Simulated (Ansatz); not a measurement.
# BiB (model cell, started as NiAs type): from the cell to its phonons

Wanted: phonon frequencies of BiB (model cell, started as NiAs type) and what follows from them.

Program: Ansatz 0.2.0. Level of theory: DFT PBEsol, scalar-relativistic, plane waves, PAW. Results are calculated unless marked as measured.

Report form: the programs' logs are mostly left out.

The structure was built from a prototype and need not be the compound's stable phase.

## 1. Set-up

The structure is hexagonal, space group P6_3/mmc (No. 194). The conventional cell has a = 3.567 Å, b = 3.567 Å, c = 5.707 Å, α = 90.00°, β = 90.00°, γ = 120.00°. Nearest to B lie 6 Bi at 2.51 Å. Nearest to Bi lie 6 B at 2.51 Å. Farther neighbours are not listed.

## 2. Coarse relaxation

A rough relaxation comes first, because large forces or stress need no tight tolerances yet.

The input, input.yaml:

```yaml
crystal:
  lattice:
    - [3.56665, 0.0, 0.0]
    - [-1.78332, 3.08881, 0.0]
    - [0.0, 0.0, 5.70663]
  atoms:
    - { symbol: B, position: [0.0, 0.0, 0.0] }
    - { symbol: B, position: [0.0, 0.0, 0.5] }
    - { symbol: Bi, position: [0.333333, 0.666667, 0.25] }
    - { symbol: Bi, position: [0.666667, 0.333333, 0.75] }
kpoints:
  mp_grid: { grid: [6, 6, 4] }
hamiltonian:
  xc: pbesol
scf:
  occupations: { method: gaussian, width: 0.1 }
output:
  forces: true
  stress: true
  eigenvalues: true
relax:
  adjacent_minimum: "off"
  f_tol: 0.05
  max_steps: 80
  cell: { stress_tol: 0.5 }
```

Run with:

```
ansatz run input.yaml --threads 4 --pin off --max-ram 7168MiB --backend cpu --events-out ev --progress --plain --runs-dir out
```

The job ended after 2.7 s (4 threads of Arm Neoverse V2, shared host; peak memory 0.37 GiB).

Step by step:

| step | energy less that of the first step (eV) | largest force component (eV/Å) | pressure (GPa) | volume (Å³) |
| --- | --- | --- | --- | --- |
| 1 | 0.0000 | 0.0000 | 17.07 | 62.87 |
| 2 | -0.4345 | 0.0000 | 2.93 | 70.05 |
| 3 | -0.4523 | 0.0000 | 0.50 | 71.88 |
| 4 | -0.4528 | 0.0000 | 0.04 | 72.22 |
| 5* | -0.4597 | 0.0000 | 0.11 | 72.22 |

Relaxation steps marked * repeat the geometry before them on a plane-wave basis chosen anew for their cell, so energy and pressure can jump there.

Forces are held to the 24 operations that the run works with; a distortion that breaks them can't arise in this run.

| conventional cell, symmetrised | before | after | change |
| --- | --- | --- | --- |
| a (Å) | 3.567 | 3.715 | +4.2 % |
| b (Å) | 3.567 | 3.715 | +4.2 % |
| c (Å) | 5.707 | 6.043 | +5.9 % |
| volume (Å³/atom) | 15.72 | 18.06 | +14.9 % |

Final coordinates:

```xyz
4
Lattice="3.7150 0.0000 0.0000 -1.8575 3.2173 0.0000 0.0000 0.0000 6.0426" Properties=species:S:1:pos:R:3 pbc="T T T"
B     0.0000    0.0000    0.0000
B     0.0000    0.0000    3.0213
Bi    0.0000    2.1449    1.5106
Bi    1.8575    1.0724    4.5319
```

Numbers from this step:

```
pressure          : 0.1092 GPa
volume per atom   : 18.06 Å³
gap on the k-mesh : 0 eV
```

In this step the volume went from 15.72 to 18.06 Å³/atom.

## 3. Bringing the structure to rest

Harmonic phonons are second derivatives at a point where the forces vanish, and they are wanted at zero stress, so atoms and cell are relaxed first.

The input, input.yaml:

```yaml
crystal:
  lattice:
    - [3.7150254864, -3.0068e-06, 0.0]
    - [-1.8575101392, 3.2173079504, 0.0]
    - [0.0, 0.0, 6.0425888476]
  atoms:
    - { symbol: B, position: [0.0, 0.0, 0.0] }
    - { symbol: B, position: [0.0, 0.0, 0.5] }
    - { symbol: Bi, position: [0.3333333333, 0.6666666667, 0.25] }
    - { symbol: Bi, position: [0.6666666667, 0.3333333333, 0.75] }
kpoints:
  mp_grid: { grid: [12, 12, 6] }
hamiltonian:
  xc: pbesol
scf:
  occupations: { method: gaussian, width: 0.1 }
output:
  forces: true
  stress: true
  eigenvalues: true
  write_density: true
  write_potential: true
  elf: true
  volumetric_format: npy
relax:
  adjacent_minimum: "off"
  f_tol: 0.005
  max_steps: 80
  cell: { stress_tol: 0.05 }
```

Run time: 7.6 s. Hardware: 4 threads; peak memory 0.44 GiB; 29 s of CPU time.

Step by step:

| step | energy less that of the first step (eV) | largest force component (eV/Å) | pressure (GPa) | volume (Å³) |
| --- | --- | --- | --- | --- |
| 1 | 0.0000 | 0.0000 | 0.17 | 72.22 |
| 2 | -0.0004 | 0.0000 | -0.41 | 72.56 |
| 3 | -0.0010 | 0.0000 | -0.03 | 72.25 |
| 4* | -0.0010 | 0.0000 | -0.03 | 72.25 |

Relaxation steps marked * repeat the geometry before them on a plane-wave basis chosen anew for their cell, so energy and pressure can jump there.

Forces are held to the 24 operations that the run works with; a distortion that breaks them can't arise in this run.

| conventional cell, symmetrised | before | after | change |
| --- | --- | --- | --- |
| a (Å) | 3.715 | 3.699 | -0.4 % |
| b (Å) | 3.715 | 3.699 | -0.4 % |
| c (Å) | 6.043 | 6.097 | +0.9 % |
| volume (Å³/atom) | 18.06 | 18.06 | +0.0 % |

Final coordinates:

```cif
data_structure
_symmetry_space_group_name_H-M 'P 1'
_symmetry_Int_Tables_number 1
_cell_length_a 3.6992
_cell_length_b 3.6992
_cell_length_c 6.0969
_cell_angle_alpha 90.000
_cell_angle_beta 90.000
_cell_angle_gamma 120.000
_cell_volume 72.25
loop_
_atom_site_label
_atom_site_type_symbol
_atom_site_fract_x
_atom_site_fract_y
_atom_site_fract_z
_atom_site_occupancy
B1 B 0.00000 0.00000 0.00000 1
B2 B 0.00000 0.00000 0.50000 1
Bi3 Bi 0.33333 0.66667 0.25000 1
Bi4 Bi 0.66667 0.33333 0.75000 1
```

This step gave:

- pressure: -0.03257 GPa

ELF in the ac plane at fractional y = 0.000, with atoms of B within 0.2 Å of it. It is the smooth field of the valence electrons, not physical close to the nuclei.

Values, 23 rows by 14 columns, each cell a mean:
```
0.08 0.28 0.64 0.73 0.58 0.34 0.20 0.17 0.23 0.40 0.62 0.74 0.57 0.21
0.40 0.55 0.71 0.68 0.51 0.34 0.26 0.24 0.28 0.38 0.55 0.71 0.69 0.50
0.61 0.65 0.65 0.55 0.43 0.35 0.32 0.32 0.33 0.36 0.45 0.59 0.66 0.64
0.46 0.45 0.43 0.38 0.35 0.35 0.37 0.38 0.36 0.35 0.36 0.39 0.43 0.45
0.24 0.25 0.26 0.30 0.33 0.36 0.39 0.41 0.39 0.35 0.32 0.29 0.26 0.24
0.16 0.18 0.21 0.27 0.32 0.36 0.40 0.42 0.39 0.36 0.32 0.25 0.20 0.17
0.29 0.29 0.30 0.31 0.33 0.36 0.39 0.40 0.38 0.35 0.33 0.31 0.30 0.29
0.52 0.52 0.49 0.42 0.37 0.35 0.36 0.37 0.36 0.35 0.38 0.44 0.50 0.52
0.60 0.65 0.67 0.58 0.44 0.34 0.31 0.31 0.32 0.36 0.47 0.62 0.68 0.64
0.29 0.48 0.70 0.70 0.53 0.34 0.24 0.22 0.26 0.39 0.58 0.73 0.66 0.42
0.05 0.23 0.62 0.74 0.59 0.34 0.19 0.16 0.22 0.41 0.63 0.74 0.53 0.16
0.03 0.19 0.60 0.74 0.59 0.35 0.19 0.15 0.22 0.41 0.64 0.74 0.51 0.12
0.21 0.42 0.69 0.71 0.55 0.34 0.23 0.21 0.25 0.39 0.59 0.74 0.64 0.35
0.55 0.63 0.70 0.62 0.47 0.34 0.29 0.28 0.30 0.37 0.50 0.66 0.70 0.61
0.57 0.57 0.55 0.46 0.38 0.35 0.35 0.35 0.35 0.35 0.40 0.49 0.56 0.57
0.34 0.34 0.33 0.33 0.34 0.36 0.38 0.39 0.38 0.35 0.34 0.33 0.33 0.34
0.18 0.19 0.22 0.28 0.33 0.37 0.40 0.41 0.39 0.35 0.32 0.26 0.21 0.19
0.20 0.21 0.24 0.29 0.33 0.36 0.40 0.41 0.39 0.35 0.32 0.27 0.23 0.21
0.40 0.40 0.38 0.36 0.35 0.35 0.37 0.38 0.37 0.35 0.35 0.37 0.39 0.40
0.60 0.61 0.59 0.49 0.40 0.35 0.34 0.34 0.34 0.36 0.41 0.53 0.60 0.61
0.48 0.60 0.71 0.65 0.49 0.34 0.28 0.26 0.29 0.37 0.53 0.69 0.70 0.56
0.13 0.34 0.66 0.73 0.57 0.34 0.21 0.19 0.24 0.40 0.61 0.74 0.60 0.27
0.02 0.17 0.59 0.74 0.60 0.35 0.18 0.15 0.22 0.41 0.64 0.74 0.49 0.10
```
Columns run along a (3.7 Å), rows up along c (6.1 Å). Atoms in or near the plane, at fractional coordinates: B at (0.00, 0.00), B at (0.00, 0.50).

Valence density in the ac plane at fractional y = 0.000, with atoms of B within 0.2 Å of it. It is the smooth field of the valence electrons, not physical close to the nuclei.

Values in e/Å³, 23 rows by 14 columns, each cell a mean:
```
0.44 0.55 0.55 0.38 0.25 0.17 0.14 0.13 0.14 0.19 0.27 0.44 0.57 0.53
0.54 0.54 0.46 0.33 0.24 0.19 0.17 0.16 0.17 0.20 0.26 0.37 0.49 0.54
0.42 0.39 0.34 0.27 0.24 0.22 0.23 0.23 0.23 0.22 0.24 0.29 0.35 0.40
0.24 0.24 0.23 0.22 0.24 0.28 0.34 0.36 0.32 0.27 0.23 0.22 0.23 0.24
0.17 0.17 0.18 0.20 0.25 0.33 0.43 0.46 0.41 0.31 0.23 0.19 0.17 0.17
0.14 0.15 0.16 0.20 0.25 0.36 0.46 0.50 0.44 0.33 0.24 0.18 0.16 0.15
0.18 0.18 0.19 0.21 0.25 0.32 0.41 0.43 0.39 0.30 0.23 0.20 0.18 0.18
0.28 0.27 0.25 0.23 0.24 0.27 0.31 0.32 0.30 0.26 0.23 0.24 0.25 0.27
0.45 0.43 0.36 0.28 0.24 0.22 0.22 0.22 0.22 0.22 0.24 0.31 0.38 0.44
0.54 0.56 0.50 0.34 0.24 0.18 0.16 0.15 0.16 0.20 0.26 0.39 0.52 0.56
0.39 0.54 0.57 0.39 0.25 0.17 0.13 0.12 0.14 0.19 0.28 0.45 0.58 0.50
0.34 0.52 0.58 0.40 0.25 0.17 0.13 0.12 0.14 0.19 0.28 0.46 0.59 0.48
0.52 0.57 0.52 0.36 0.25 0.18 0.15 0.14 0.16 0.19 0.26 0.41 0.54 0.56
0.50 0.48 0.40 0.30 0.24 0.20 0.19 0.19 0.20 0.21 0.25 0.33 0.42 0.49
0.32 0.31 0.27 0.24 0.24 0.25 0.28 0.29 0.27 0.25 0.24 0.25 0.28 0.31
0.20 0.20 0.20 0.21 0.24 0.31 0.39 0.41 0.37 0.29 0.24 0.20 0.20 0.20
0.15 0.15 0.16 0.20 0.25 0.36 0.46 0.49 0.43 0.32 0.24 0.18 0.16 0.15
0.16 0.16 0.17 0.20 0.25 0.35 0.45 0.48 0.42 0.32 0.24 0.19 0.16 0.16
0.22 0.22 0.21 0.22 0.24 0.30 0.36 0.38 0.34 0.28 0.23 0.21 0.21 0.22
0.36 0.34 0.30 0.25 0.24 0.24 0.26 0.27 0.25 0.24 0.24 0.26 0.31 0.34
0.53 0.51 0.44 0.32 0.24 0.20 0.18 0.18 0.18 0.20 0.25 0.35 0.46 0.52
0.48 0.56 0.54 0.37 0.25 0.18 0.14 0.13 0.15 0.19 0.27 0.43 0.56 0.55
0.32 0.51 0.58 0.40 0.26 0.17 0.13 0.12 0.14 0.19 0.28 0.46 0.59 0.46
```
Columns run along a (3.7 Å), rows up along c (6.1 Å). Atoms in or near the plane, at fractional coordinates: B at (0.00, 0.00), B at (0.00, 0.50).

Electrostatic potential energy in the ac plane at fractional y = 0.000, with atoms of B within 0.2 Å of it. With pseudopotentials it is smooth inside the atoms' cores, unlike the true potential.

Ten even steps from '0' (-43 eV) to '9' (14 eV), each cell a mean:
```
01589999999840
34799999999864
78999999999988
99999888899999
99999877889999
99999877789999
99999887889999
99999988899999
77899999999987
13799999999862
00489999999730
00489999999730
12699999999852
56899999999986
89999988899999
99999888889999
99999877789999
99999877889999
99999888889999
88999998999998
45899999999975
01589999999841
00489999999730
```
Columns run along a (3.7 Å; values clipped at the 3rd and 97th percentile), rows up along c (6.1 Å). Atoms in or near the plane, at fractional coordinates: B at (0.00, 0.00), B at (0.00, 0.50).

In this step the volume went from 18.06 to 18.06 Å³/atom.

## 4. Relaxing to small forces for the phonons

Phonons need a cell at rest on their own settings, so the relaxation is repeated with tight tolerances on forces and stress, using the mesh and the filling of the phonon run that follows.

The input, input.yaml:

```yaml
crystal:
  lattice:
    - [3.699204341, -2.994e-06, 0.0]
    - [-1.8495995776, 3.2036064301, 0.0]
    - [0.0, 0.0, 6.0969475937]
  atoms:
    - { symbol: B, position: [0.0, 0.0, 0.0] }
    - { symbol: B, position: [0.0, 0.0, 0.5] }
    - { symbol: Bi, position: [0.3333333333, 0.6666666667, 0.25] }
    - { symbol: Bi, position: [0.6666666667, 0.3333333333, 0.75] }
kpoints:
  mp_grid: { grid: [12, 12, 6] }
hamiltonian:
  xc: pbesol
scf:
  occupations: { method: methfessel_paxton, width: 0.15 }
output:
  forces: true
  stress: true
  eigenvalues: true
relax:
  adjacent_minimum: "off"
  f_tol: 0.001
  max_steps: 60
  cell: { stress_tol: 0.01 }
```

The job ended after 8.2 s (4 threads; peak memory 0.44 GiB).

Relaxation path:

| step | energy less that of the first step (eV) | largest force component (eV/Å) | pressure (GPa) | volume (Å³) |
| --- | --- | --- | --- | --- |
| 1 | 0.0000 | 0.0000 | -0.04 | 72.25 |
| 2 | -0.0001 | 0.0000 | 0.09 | 72.17 |
| 3 | -0.0001 | 0.0000 | 0.05 | 72.22 |
| 4 | -0.0001 | 0.0000 | 0.00 | 72.28 |
| 5* | -0.0001 | 0.0000 | 0.00 | 72.28 |

Relaxation steps marked * repeat the geometry before them on a plane-wave basis chosen anew for their cell, so energy and pressure can jump there.

Forces are held to the 24 operations that the run works with; a distortion that breaks them can't arise in this run.

| conventional cell, symmetrised | before | after | change |
| --- | --- | --- | --- |
| a (Å) | 3.699 | 3.707 | +0.2 % |
| b (Å) | 3.699 | 3.707 | +0.2 % |
| c (Å) | 6.097 | 6.075 | -0.4 % |
| volume (Å³/atom) | 18.06 | 18.07 | +0.0 % |

Final coordinates:

```cif
data_structure
_symmetry_space_group_name_H-M 'P 1'
_symmetry_Int_Tables_number 1
_cell_length_a 3.7067
_cell_length_b 3.7067
_cell_length_c 6.0746
_cell_angle_alpha 90.000
_cell_angle_beta 90.000
_cell_angle_gamma 120.000
_cell_volume 72.28
loop_
_atom_site_label
_atom_site_type_symbol
_atom_site_fract_x
_atom_site_fract_y
_atom_site_fract_z
_atom_site_occupancy
B1 B 0.00000 0.00000 0.00000 1
B2 B 0.00000 0.00000 0.50000 1
Bi3 Bi 0.33333 0.66667 0.25000 1
Bi4 Bi 0.66667 0.33333 0.75000 1
```

This step gave:

| Property | Result |
| --- | --- |
| pressure | -0.003106 GPa |
| volume per atom | 18.07 Å³ |

The forces vanish by symmetry and the pressure is -0.003 GPa, within the tolerances set. The cell now holds 18.07 Å³/atom.

## 5. Phonons on a q mesh

The mesh has a single point along some directions, so zone-edge points there are not solved. Linear response on a 2×2×1 q mesh gives force constants as far as a supercell of that size would.

The input, input.yaml:

```yaml
crystal:
  lattice:
    - [3.7066876533, -3.0001e-06, 0.0]
    - [-1.8533412285, 3.2100871717, 0.0]
    - [0.0, 0.0, 6.0745969964]
  atoms:
    - { symbol: B, position: [0.0, 0.0, 0.0] }
    - { symbol: B, position: [0.0, 0.0, 0.5] }
    - { symbol: Bi, position: [0.3333333333, 0.6666666667, 0.25] }
    - { symbol: Bi, position: [0.6666666667, 0.3333333333, 0.75] }
kpoints:
  mp_grid: { grid: [12, 12, 6] }
hamiltonian:
  xc: pbesol
scf:
  occupations: { method: methfessel_paxton, width: 0.15 }
output:
  eigenvalues: true
phonons:
  method: dfpt
  qmesh: [2, 2, 1]
  temperatures: { t_max: 1000, t_step: 50 }
  qpath:
    path:
      - [[0.0, 0.0, 0.0], [0.5, 0.0, 0.0], [0.33333333, 0.33333333, 0.0], [0.0, 0.0, 0.0], [0.0, 0.0, 0.5], [0.5, 0.0, 0.5], [0.33333333, 0.33333333, 0.5], [0.0, 0.0, 0.5]]
      - [[0.5, 0.0, 0.5], [0.5, 0.0, 0.0]]
      - [[0.33333333, 0.33333333, 0.5], [0.33333333, 0.33333333, 0.0]]
    npoints: 10
```

Elapsed: 2.4 min, on 4 threads; peak memory 2.1 GiB; 9.2 min of CPU time.

Numbers from this step:

```
sum-rule residual before enforcement                          : 1.40e-4 eV/Å²
point group                                                   : 6/mmm
highest optical mode at the zone centre (no LO-TO term)       : 305.3 cm⁻¹
lowest optical zone-centre mode                               : 75.1 cm⁻¹
lowest mode on the q mesh (acoustic modes at Γ apart)         : 65.02 cm⁻¹
highest frequency at a solved wavevector (no LO-TO term at Γ) : 365.2 cm⁻¹
```

Frequencies (cm⁻¹) solved at each irreducible wavevector; negative means imaginary. Frequencies by wavevector, by row:

| q in reciprocal lattice units | star | mode 1 | mode 2 | mode 3 | mode 4 | mode 10 | mode 11 | mode 12 |
| --- | --- | --- | --- | --- | --- | --- | --- | --- |
| 0 0 0 | 1 | 0 | 0 | 0 | 75.1 | 267.1 | 267.1 | 305.3 |
| 0 -0.5 0 | 3 | 65 | 68.1 | 69.6 | 75.2 | 272.2 | 309.1 | 365.2 |

Symmetry leaves 2 wavevectors to solve. The lowest mode among them, the acoustic zeros apart, lies at q = (0, -0.5, 0) and is real, 65.0 cm⁻¹.

## 6. Another isotope

An isotope changes the mass and not the force constants, so no new electronic calculation is needed; the shifts show which modes move this element.

The same force constants with the mass of B changed from 10.810 to 10.013 u (phonopy, no LO-TO term). Both lists are sorted by frequency; levels can cross, so a row need not hold one and the same mode. Modes under 3 cm⁻¹ are left out. Isotope shifts, by row:

| q | rank | natural mass (cm⁻¹) | changed mass (cm⁻¹) |
| --- | --- | --- | --- |
| 0 0 0 | 4 | 75.1 | 75.1 |
| 0 0 0 | 5 | 75.1 | 75.1 |
| 0 0 0 | 6 | 87.54 | 90.8 |
| 0 0 0 | 7 | 114.2 | 114.2 |
| 0 0 0 | 8 | 191.7 | 199.2 |
| 0 0 0 | 9 | 191.7 | 199.2 |
| 0 0 0 | 10 | 267.1 | 277.1 |
| 0 0 0 | 11 | 267.1 | 277.1 |
| 0 0 0 | 12 | 305.3 | 317.2 |
| 0 -0.5 0 | 1 | 65.02 | 65.14 |
| 0 -0.5 0 | 2 | 68.11 | 68.11 |
| 0 -0.5 0 | 3 | 69.63 | 69.63 |
| 0 -0.5 0 | 4 | 75.18 | 75.37 |
| 0 -0.5 0 | 5 | 75.22 | 75.43 |
| 0 -0.5 0 | 6 | 115.1 | 115.1 |
| 0 -0.5 0 | 7 | 170.7 | 177.1 |
| 0 -0.5 0 | 8 | 249.6 | 259.3 |
| 0 -0.5 0 | 9 | 250.4 | 259.4 |
| 0 -0.5 0 | 10 | 272.2 | 282.3 |
| 0 -0.5 0 | 11 | 309.1 | 321.1 |
| 0 -0.5 0 | 12 | 365.2 | 379.5 |

A mode of this element alone would shift by +3.90 %. The highest zone-centre frequency without the field goes from 305.3 to 317.2 cm⁻¹ (+3.9 %). The product of the frequency ratios over all optical modes at Γ is 1.252; the product rule, (m/m′)^(3k/2) (M′/M)^(3/2) with k = 2 such atoms and M the mass of the cell, gives 1.251.

## 7. Summary of results

| Item | Value |
| --- | --- |
| space group after relaxation (within 0.01 Å) | P6_3/mmc |
| volume per atom | 18.1 Å³ |
| electronic character | no gap on this mesh |
| highest optical mode at the zone centre (no LO-TO term) | 305 cm⁻¹ |
| lowest optical zone-centre mode | 75.1 cm⁻¹ |
| lowest mode on the q mesh (acoustic modes at Γ apart) | 65.0 cm⁻¹ |
| imaginary modes on the 2×2×1 q mesh | none |

The structure is a minimum as far as tested: no mode is imaginary at the 2 irreducible wavevectors of the 2×2×1 mesh, and the softest away from the acoustic zeros lies at 65 cm⁻¹. The optical modes at Γ span 75 to 305 cm⁻¹. The q mesh is too sparse to interpolate, so only the solved wavevectors are given. With no gap, or one that is small against the smearing, the frequencies hang on the k mesh and the smearing, most of all near Kohn anomalies. Spin-orbit coupling is left out, which can matter for the heavy elements here. A phonon run warned that its eigensolver left some bands unconverged in a pass. The starting cell was built on a prototype and not taken from a measurement, so the phase need not exist. These are harmonic frequencies at zero temperature: anharmonic shifts, linewidths and thermal expansion are left out.

[Logs are printed without paths, hosts, clocks, repeated set-up lines and the standing remarks that a program may print on its own settings, such as how far it seeks lower states.]

[Hosts, paths, dates, database ids (printed as entryN), source tags and the programs' standing remarks are cut or masked in the printed files.]
